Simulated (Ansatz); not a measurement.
# 1T-CdBrI bilayer (like faces together) in a perpendicular field, part 2 of 4

Wanted: the out-of-plane response of the 1T-CdBrI bilayer (like faces together). A positive field points along +c.

Ansatz 0.2.0; plane-wave DFT, LDA, Ansatz PAW (the session's first sound run).

So far. Step 2 (Relaxation): The lattice constant a goes from 4.200 to 4.048 Å.

### Step 3. Single point, field 0, start network

A sawtooth potential applies the field, turning back in the middle of the vacuum. With the dipole correction the typed value is the field outside the slab. The induced dipole is small, so the SCF threshold is tight.

The cell differs from the one that the last finished run ended in (c 46.420 → 27.372 Å).

input.yaml

```yaml
crystal:
  lattice:
    - [4.0479484307, 0.0, 0.0]
    - [-2.0239742153, 3.5056261742, 0.0]
    - [0.0, 0.0, 27.3723339227]
  atoms:
    - { symbol: I, position: [0.6666666667, 0.3333333333, 0.3287991453] }
    - { symbol: Cd, position: [0.0, 0.0, 0.3921290833] }
    - { symbol: Br, position: [0.3333333333, 0.6666666667, 0.4463829077] }
    - { symbol: I, position: [0.0, 0.0, 0.6712008547] }
    - { symbol: Cd, position: [0.3333333333, 0.6666666667, 0.6078714782] }
    - { symbol: Br, position: [0.6666666667, 0.3333333333, 0.5536014659] }
kpoints:
  mp_grid: { grid: [12, 12, 1] }
  band_path:
    path: [[0, 0, 0], [0.5, 0, 0], [0.33333333, 0.33333333, 0], [0, 0, 0]]
    npoints: 16
hamiltonian:
  xc: lda
scf:
  occupations: { method: fermi_dirac, width: 0.02585 }
  convergence: { dr2_threshold: 1.0e-10 }
efield:
  axis: 3
  dipole_correction: true
  ramp_position: 0.97
  ramp_width: 0.06
  amplitude: 0
output:
  dos: { projected: true, e_range: [-6, 5] }
  bader: true
  write_potential: true
  write_density: true
  volumetric_format: npy
  elf: true
```

On the command line:

```bash
$ ansatz run input.yaml --threads 4 --pin off --max-ram 12288MiB --backend cpu --events-out ev --progress --plain --runs-dir out
```

Numbers of over 12 decimals in the logs are rounded to 6 here.

Log:

```text
[...]
Crystal: 6 atoms, lattice volume = 388.430 Å³
Basis set: ecut = 420 eV, 7603 PW (Γ)
Bands: 53, of which v1, the nominal top of the filled ones, is band 44 counted from 1 (43 counted from 0)
Symmetry: 6 space group operations
[...]
k-points: 19 of 144 (time reversal used)
[...]
SCF iter   1: F=—  HF=-36339.097736 eV  |F-HF|=—  |Δ(HF+E_count)|=         —  Δρ=4.43e-3  dr2=4.88e-2  ethr=1.77e-3  p=-0.001 e·Å  D=-3.65e-4 V/Å  ΔV_dip=0.01 eV  dr2_dipole=6.93e-8  V_vac-E_F(+/−)=5.22/5.21 eV  ⟨swp⟩=15.5  Hψ=5751  notcnv=0  defer=10
efield: sawtooth ramp at fractional position 0.9700 (set: `efield.ramp_position`, or a place that a band, a saddle search or an elastic batch's reference lends), width 0.0600; the density the first Hamiltonian is built on has a dipole p = -0.001 e·Å; the dipole correction subtracts the counter field D = -3.65e-4 V/Å, which shifts the + side's vacuum level by +0.01 eV against the − side's; the planar-averaged density in the ramp window peaks in size at 6.9e-6 e/Å³
[...]
SCF iter   2: F=—  HF=-36339.087673 eV  |F-HF|=—  |Δ(HF+E_count)|=   1.01e-2  Δρ=1.76e-3  dr2=8.21e-3  ethr=5.55e-5  p=-0.001 e·Å  D=-4.27e-4 V/Å  ΔV_dip=0.01 eV  dr2_dipole=6.69e-6  V_vac-E_F(+/−)=5.16/5.15 eV  ⟨swp⟩=2.7  Hψ=2053  notcnv=0  defer=81
[...]
SCF iter  11: F=-36339.086518 eV  HF=-36339.086518 eV  |F-HF|=2.18e-11  |Δ(HF+E_count)|=    0.00e0  Δρ=4.47e-8  dr2=1.73e-11  ethr=1.00e-12  p=0.000 e·Å  D=2.07e-4 V/Å  ΔV_dip=-0.01 eV  dr2_dipole=3.05e-12  V_vac-E_F(+/−)=5.09/5.09 eV  ⟨swp⟩=15.5  Hψ=3874  notcnv=0
SCF 1 converged in 11 iterations: F = -36339.086518 eV  dr2 = 1.73e-11
[...]
NSCF: frozen V_eff on 49 k-points
efield: sawtooth ramp at fractional position 0.9700 (kept from the solve that this one continues, or follows in the run), width 0.0600; the density the first Hamiltonian is built on has a dipole p = 0.000 e·Å; the dipole correction subtracts the counter field D = 2.07e-4 V/Å, which shifts the + side's vacuum level by -0.01 eV against the − side's; the planar-averaged density in the ramp window peaks in size at 4.5e-6 e/Å³
[...]
SCF converged after 11 iterations
Free energy (F): -36339.086518 eV
[...]
Internal energy: -36339.086518 eV  (E = F + TS)
E sigma→0 (E₀):  -36339.086518 eV
Fermi energy:    0.759338 eV
Dipole field:    D = 0.000206 V/Å  (p = 0.000442 e·Å, saw-weighted, corrected)
Work function:   Φ+ = 5.0885 eV   Φ− = 5.0941 eV
Levels:          The Fermi level and band energies are counted from a zero that moves with the ramp; work functions are not
[...]
--- Band table (eV; the first three rows and the last of 19) ---
  k-point 0: bands = [... 40 lower, -0.4008, -0.4008, -0.3919, -0.3919, 1.8680, 2.6278, 3.9693, 4.0810, ... 5 higher]
  k-point 1: bands = [... 40 lower, -0.7176, -0.7100, -0.4486, -0.4360, 2.1531, 2.7692, 4.2951, 4.3998, ... 5 higher]
  k-point 2: bands = [... 40 lower, -1.3883, -1.1524, -0.5675, -0.5402, 2.6888, 2.9727, 4.6579, 4.7730, ... 5 higher]
  k-point 18: bands = [... 40 lower, -1.6953, -1.5956, -1.2339, -1.1253, 2.8493, 2.8707, 5.4586, 5.5262, ... 5 higher]
--- Bader charges: 6 sites ---
  site symbol  charge [e]  shift [e]
     0      I     -0.3440     0.0002
     1     Cd      0.8021     0.0007
     2     Br     -0.4590     0.0005
     3      I     -0.3442     0.0002
     4     Cd      0.8032     0.0007
     5     Br     -0.4581     0.0005
  estimated error of the sums over rays = 4.0e-4 e
```

Elapsed: 41 s, on 4 threads of Intel Xeon Platinum 8175M at 2.50GHz (Skylake/Cascade Lake), shared host; peak memory 1.2 GiB; 2.6 min of CPU time.

In the SCF lines HF is the Harris–Foulkes energy and dr2 the Hartree energy of the density residual, in eV; the loop may stop once dr2 is under the threshold and the program's other checks hold. Hψ counts applications of the Hamiltonian.

Numbers from this step:

```
dipole along the normal            : 4.42e-4 e·Å
gap along the path                 : 2.260 eV
smallest direct gap along the path : 2.260 eV
ionisation energy, upper face      : 6.240 eV
electron affinity, upper face      : 3.980 eV
gap, the smaller of path and mesh  : 2.260 eV
```

Running mean over a fixed 2.7 Å (it still follows the layers) of the planar mean; the ramp of the sawtooth is left out. The electron's electrostatic potential energy less the Fermi level by z:

z (Å), electron's electrostatic potential energy less the Fermi level (eV) and a bar from the least value:
```
        4       5.09 ##############################
        5       5.09 ##############################
        6       5.04 ##############################
        7       4.13 ###########################
        8       1.61 ###################
        9      -1.23 ###########
       10      -3.04 #####
       11      -4.49 #
       12      -3.61 ####
       13      -0.64 #############
       14       0.11 ###############
       15      -2.39 #######
       16      -4.84 
       17      -3.37 ####
       18      -2.25 ########
       19       0.52 ################
       20       3.20 ########################
       21       4.93 #############################
       22       5.08 ##############################
       23       5.09 ##############################
       24       5.09 ##############################
```

The density of states has structure finer than the step of the table below, so its rows give means over 0.25 eV, whole bins alone (the curve runs from -6 to 3.1 eV). Peaks (eV: height): -5.560: 21.2, -4.460: 9.93, -2.220: 17.1, -2.090: 12.9, -2.000: 13.9, -1.860: 20.8, 2.050: 10.3.

Table of density of states by energy, zero at the Fermi level of the run, which the smearing sets inside the gap; means over each step:

energy (eV), density of states (states/eV a cell) and a bar:
```
    -5.75        0.8 ##
    -5.50        8.2 ########################
    -5.25        5.5 ################
    -5.00        1.7 #####
    -4.75        1.7 #####
    -4.50        5.2 ###############
    -4.25        3.3 ##########
    -4.00        3.8 ###########
    -3.75        4.3 #############
    -3.50        7.0 ####################
    -3.25        7.7 ######################
    -3.00        6.6 ###################
    -2.75        4.3 ############
    -2.50        4.5 #############
    -2.25        7.7 #######################
    -2.00       10.3 ##############################
    -1.75        7.9 #######################
    -1.50        4.4 #############
    -1.25        2.0 ######
    -1.00        0.0 
    -0.75        0.0 
    -0.50        0.0 
    -0.25        0.0 
     0.00        0.0 
     0.25        0.0 
     0.50        0.0 
     0.75        0.0 
     1.00        0.0 
     1.25        0.3 #
     1.50        1.8 #####
     1.75        3.1 #########
     2.00        6.5 ###################
     2.25        3.9 ###########
     2.50        0.0
```

Projected DOS per atom over height of the atomic layer and energy from the Fermi level. Layers: I Cd Br Br Cd I from below.

Ten even steps from '_' (0.00 states/eV) to '@' (3.04 states/eV), each cell a mean:
```
____________
____________
::++....++::
__::____::__
____________
____________
____________
____________
____________
____________
::________::
##__::::__%%
@@__++++__@@
--__----__--
--__++++__--
==__####__==
::__====__::
..__::--__..
::__----__::
..__....__..
::--====--::
______..____
```
Columns: height of the atomic layer (Å) from 9 to 18.4 (not evenly spaced); rows upwards: energy from the Fermi level (eV) from -5.96 to 3.04.

Electronic bands along the path, in eV, zero at the Fermi level of the run, which the smearing sets inside the gap:

```
  point  band 41  band 42  band 43  band 44  band 45  band 46  band 47  band 48
      Γ    -1.16    -1.16    -1.15    -1.15     1.11     1.87     3.21     3.32
halfway    -2.38    -1.94    -1.47    -1.41     2.06     2.18     3.73     4.06
      M    -2.08    -1.90    -1.69    -1.59     1.27     1.47     3.71     3.92
halfway    -2.27    -2.12    -1.96    -1.87     1.79     1.88     4.48     4.72
      K    -2.45    -2.35    -1.99    -1.88     2.09     2.11     4.70     4.77
halfway    -2.23    -2.13    -1.88    -1.61     2.23     2.33     4.36     4.56
      Γ    -1.16    -1.16    -1.15    -1.15     1.11     1.87     3.21     3.32
```

ELF in the ca plane at fractional y = 0.000, with atoms of Cd and I within 0.2 Å of it. It is the smooth field of the valence electrons, not physical close to the nuclei.

Ten even steps from '0' (0.00) to '9' (0.87), each cell a mean:
```
00000000000000001247874210000000000026763237
00000000000001122124542111000000100014776567
00000000000134554212221233200023431112577778
00000000001357777531113566510146753111246776
00000000012578888741125788620158874111112221
00000000012578888751125788620168874111111110
00000000002468887641114677620157863111134544
00000000001246676421112355310035542111367788
00000000000012333223431122100012211013677678
00000000000000011135753110000000000015764357
00000000000000001248974210000000000026752436
```
Columns run along c (16.0 Å, from fractional 0.13 to 0.71 of the cell), rows up along a (4.0 Å). Atoms in or near the plane, at fractional coordinates: Cd at (0.39, 0.00), I at (0.67, 0.00).

Electrostatic potential energy in the ca plane at fractional y = 0.000, with atoms of Cd and I within 0.2 Å of it. With pseudopotentials it is smooth inside the atoms' cores, unlike the true potential.

Values in eV, 6 rows by 16 columns, each cell a mean:
```
  6   6   6   6   6   4  -9 -21  -6   5   6   5   5   2 -12 -10
  6   6   6   6   5   3   0  -6   1   4   6   4   3   2  -4  -5
  6   6   6   6   4  -2   1   3   2   3   5   2   0  -1   3   4
  6   6   6   6   4  -1   1   3   2   3   5   3   1   0   2   4
  6   6   6   6   5   3  -2 -12   0   5   6   5   4   2  -8 -10
  6   6   6   6   6   4 -11 -21  -8   5   6   5   5   2 -10  -7
```
Columns run along c (16.0 Å, from fractional 0.13 to 0.71 of the cell; values clipped at the 3rd and 97th percentile), rows up along a (4.0 Å). Atoms in or near the plane, at fractional coordinates: Cd at (0.39, 0.00), I at (0.67, 0.00).

Valence density in the ca plane at fractional y = 0.000, with atoms of Cd and I within 0.2 Å of it. It is the smooth field of the valence electrons, not physical close to the nuclei.

Ten steps, logarithmic in the rise over the least value, from '0' (0 e/Å³) to '9' (21 e/Å³), each cell a mean:
```
13799731000000000000013688631000000000000000
12466421000000000000012455421000000000000000
11222211000000000000011233210000000000000000
11111111110000011111111111100000000000000000
11100111110000112111111000000000000000000000
11000111110000112211110000000000000000000000
11100111110000111111111111000000000000000000
11111111100000011100111222110000000000000000
11344311000000000000012344321000000000000000
13688621000000000000013577531000000000000000
14899731000000000000013799731000000000000000
```
Columns run along c (16.0 Å, from fractional 0.35 to 0.93 of the cell), rows up along a (4.0 Å). Atoms in or near the plane, at fractional coordinates: Cd at (0.39, 0.00), I at (0.67, 0.00).

The gap is 2.26 eV, with the valence edge 6.24 eV and the conduction edge 3.98 eV under the upper vacuum level. Spin-orbit coupling, left out in this run, matters for the bands of elements this heavy.

### Step 4. Atoms held, field 0.05 V/Å

Changes to input.yaml since step 3:

```diff
@@ -27,6 +27,4 @@
   ramp_width: 0.06
-  amplitude: 0
+  amplitude: 0.05
 output:
-  dos: { projected: true, e_range: [-6, 5] }
-  bader: true
   write_potential: true
@@ -34,2 +32 @@
   volumetric_format: npy
-  elf: true
```

Log:

```text
[...]
Crystal: 6 atoms, lattice volume = 388.430 Å³
Basis set: ecut = 420 eV, 7603 PW (Γ)
Bands: 53, of which v1, the nominal top of the filled ones, is band 44 counted from 1 (43 counted from 0)
Symmetry: 6 space group operations
[...]
k-points: 19 of 144 (time reversal used)
[...]
k-point 0: bands = [... 40 lower, -0.4387, -0.4387, -0.3542, -0.3542, 1.8656, 2.6297, 3.9570, 4.0927, ... 5 higher]
  k-point 1: bands = [... 40 lower, -0.7555, -0.6722, -0.4846, -0.4002, 2.1503, 2.7715, 4.2817, 4.4124, ... 5 higher]
  k-point 2: bands = [... 40 lower, -1.3801, -1.1495, -0.5971, -0.5109, 2.6835, 2.9776, 4.6443, 4.7853, ... 5 higher]
  k-point 18: bands = [... 40 lower, -1.6756, -1.6277, -1.1918, -1.1540, 2.8116, 2.9084, 5.4839, 5.4929, ... 5 higher]
[key lines of the parts left out:]
SCF converged after 12 iterations
Free energy (F): -36339.087520 eV
Fermi energy:    0.770500 eV
Dipole field:    D = 0.018471 V/Å  (p = 0.039649 e·Å, saw-weighted, corrected)
```

Wall time 26 s (4 threads); peak memory 1.1 GiB; 1.7 min of CPU time.

The dipole is 0.0396 e·Å, and the gap 2.220 eV.

### Step 5. Atoms held, field -0.05 V/Å

Changes to input.yaml since step 4:

```diff
@@ -27,3 +27,3 @@
   ramp_width: 0.06
-  amplitude: 0.05
+  amplitude: -0.05
 output:
```

Log:

```text
[...]
Crystal: 6 atoms, lattice volume = 388.430 Å³
Basis set: ecut = 420 eV, 7603 PW (Γ)
Bands: 53, of which v1, the nominal top of the filled ones, is band 44 counted from 1 (43 counted from 0)
Symmetry: 6 space group operations
[...]
k-points: 19 of 144 (time reversal used)
[...]
k-point 0: bands = [... 40 lower, -0.4449, -0.4449, -0.3480, -0.3480, 1.8668, 2.6286, 3.9538, 4.0964, ... 5 higher]
  k-point 1: bands = [... 40 lower, -0.7613, -0.6664, -0.4908, -0.3940, 2.1515, 2.7703, 4.2789, 4.4157, ... 5 higher]
  k-point 2: bands = [... 40 lower, -1.3793, -1.1489, -0.6031, -0.5049, 2.6852, 2.9759, 4.6425, 4.7865, ... 5 higher]
  k-point 18: bands = [... 40 lower, -1.7177, -1.5633, -1.2760, -1.0940, 2.8328, 2.8868, 5.4223, 5.5681, ... 5 higher]
[key lines of the parts left out:]
SCF converged after 12 iterations
Free energy (F): -36339.087476 eV
Fermi energy:    0.773926 eV
Dipole field:    D = -0.018057 V/Å  (p = -0.038761 e·Å, saw-weighted, corrected)
```

Run time: 25 s. Hardware: 4 threads; peak memory 1.1 GiB; 97 s of CPU time.

The dipole is -0.0388 e·Å, and the gap 2.215 eV.

### Step 6. Atoms held, field 0.1 V/Å

Changes to input.yaml since step 5:

```diff
@@ -25,5 +25,5 @@
   dipole_correction: true
-  ramp_position: 0.97
-  ramp_width: 0.06
-  amplitude: -0.05
+  ramp_position: 0.9668
+  ramp_width: 0.0665
+  amplitude: 0.1
 output:
```

Log:

```text
[...]
Crystal: 6 atoms, lattice volume = 388.430 Å³
Basis set: ecut = 420 eV, 7603 PW (Γ)
Bands: 53, of which v1, the nominal top of the filled ones, is band 44 counted from 1 (43 counted from 0)
Symmetry: 6 space group operations
[...]
k-points: 19 of 144 (time reversal used)
[...]
k-point 0: bands = [... 40 lower, -0.4841, -0.4841, -0.3094, -0.3094, 1.8597, 2.6342, 3.9263, 4.1217, ... 5 higher]
  k-point 1: bands = [... 40 lower, -0.8001, -0.6281, -0.5296, -0.3558, 2.1432, 2.7772, 4.2495, 4.4423, ... 5 higher]
  k-point 2: bands = [... 40 lower, -1.3604, -1.1403, -0.6404, -0.4681, 2.6701, 2.9898, 4.6113, 4.8136, ... 5 higher]
  k-point 18: bands = [... 40 lower, -1.6598, -1.6593, -1.1795, -1.1499, 2.7736, 2.9457, 5.4410, 5.5249, ... 5 higher]
[key lines of the parts left out:]
SCF converged after 12 iterations
Free energy (F): -36339.090483 eV
Fermi energy:    0.789357 eV
Dipole field:    D = 0.036736 V/Å  (p = 0.078857 e·Å, saw-weighted, corrected)
```

Elapsed: 25 s, on 4 threads; peak memory 1.1 GiB; 97 s of CPU time.

The dipole is 0.0789 e·Å, and the gap 2.169 eV.

### Step 7. Atoms held, field 0.2 V/Å

Changes to input.yaml since step 6:

```diff
@@ -27,3 +27,3 @@
   ramp_width: 0.0665
-  amplitude: 0.1
+  amplitude: 0.2
 output:
```

Log:

```text
[...]
Crystal: 6 atoms, lattice volume = 388.430 Å³
Basis set: ecut = 420 eV, 7603 PW (Γ)
Bands: 53, of which v1, the nominal top of the filled ones, is band 44 counted from 1 (43 counted from 0)
Symmetry: 6 space group operations
[...]
k-points: 19 of 144 (time reversal used)
[...]
k-point 0: bands = [... 40 lower, -0.5755, -0.5755, -0.2203, -0.2203, 1.8379, 2.6506, 3.8480, 4.1940, ... 5 higher]
  k-point 1: bands = [... 40 lower, -0.8892, -0.6203, -0.5401, -0.2673, 2.1173, 2.7978, 4.1678, 4.5143, ... 5 higher]
  k-point 2: bands = [... 40 lower, -1.3115, -1.1045, -0.7288, -0.3816, 2.6256, 3.0297, 4.5195, 4.8807, ... 5 higher]
  k-point 18: bands = [... 40 lower, -1.7231, -1.6405, -1.2165, -1.0666, 2.6970, 3.0195, 5.3537, 5.5798, ... 5 higher]
[key lines of the parts left out:]
SCF converged after 12 iterations
Free energy (F): -36339.102291 eV
Fermi energy:    0.822697 eV
Dipole field:    D = 0.073282 V/Å  (p = 0.157308 e·Å, saw-weighted, corrected)
```

Wall time 27 s (4 threads); peak memory 1.1 GiB; 1.7 min of CPU time.

The dipole is 0.157 e·Å, and the gap 2.058 eV.

### Step 8. Single point, field 0.3 V/Å

Changes to input.yaml since step 7:

```diff
@@ -25,6 +25,8 @@
   dipole_correction: true
-  ramp_position: 0.9668
-  ramp_width: 0.0665
-  amplitude: 0.2
+  ramp_position: 0.9641
+  ramp_width: 0.0717
+  amplitude: 0.3
 output:
+  dos: { projected: true, e_range: [-6, 5] }
+  bader: true
   write_potential: true
@@ -32 +34,2 @@
   volumetric_format: npy
+  elf: true
```

Log:

```text
[...]
Crystal: 6 atoms, lattice volume = 388.430 Å³
Basis set: ecut = 420 eV, 7603 PW (Γ)
Bands: 53, of which v1, the nominal top of the filled ones, is band 44 counted from 1 (43 counted from 0)
Symmetry: 6 space group operations
[...]
k-points: 19 of 144 (time reversal used)
[...]
k-point 18: bands = [... 40 lower, -1.7847, -1.6456, -1.2287, -0.9835, 2.6202, 3.0927, 5.2649, 5.6172, ... 5 higher]
--- Bader charges: 6 sites ---
  site symbol  charge [e]  shift [e]
     0      I     -0.3605     0.0002
     1     Cd      0.8032     0.0007
     2     Br     -0.4496     0.0005
     3      I     -0.3274     0.0002
     4     Cd      0.8013     0.0007
     5     Br     -0.4671     0.0005
  estimated error of the sums over rays = 3.3e-4 e
[key lines of the parts left out:]
SCF converged after 12 iterations
Free energy (F): -36339.121946 eV
Fermi energy:    0.849657 eV
Dipole field:    D = 0.109860 V/Å  (p = 0.235824 e·Å, saw-weighted, corrected)
```

It took 42 s on 4 threads; peak memory 1.2 GiB.

The dipole is 0.236 e·Å, and the gap 1.936 eV.

[end of part 2 of 4]

[Logs are printed without paths, hosts, clocks, repeated set-up lines and the standing remarks that a program may print on its own settings, such as how far it seeks lower states.]

[Hosts, paths, dates, database ids (printed as entryN), source tags and the programs' standing remarks are cut or masked in the printed files.]

[Maps of the electrostatic potential energy from Ansatz leave out the sawtooth potential of an applied field or a dipole correction, so their vacuum need not be flat; planar profiles and work functions include it.]

[The density of states shown here was stored with 400 of the rows of the run's finer table, so its peaks can read low, often by over a quarter, or be missed, and its means over a window can be off by a tenth or more.]
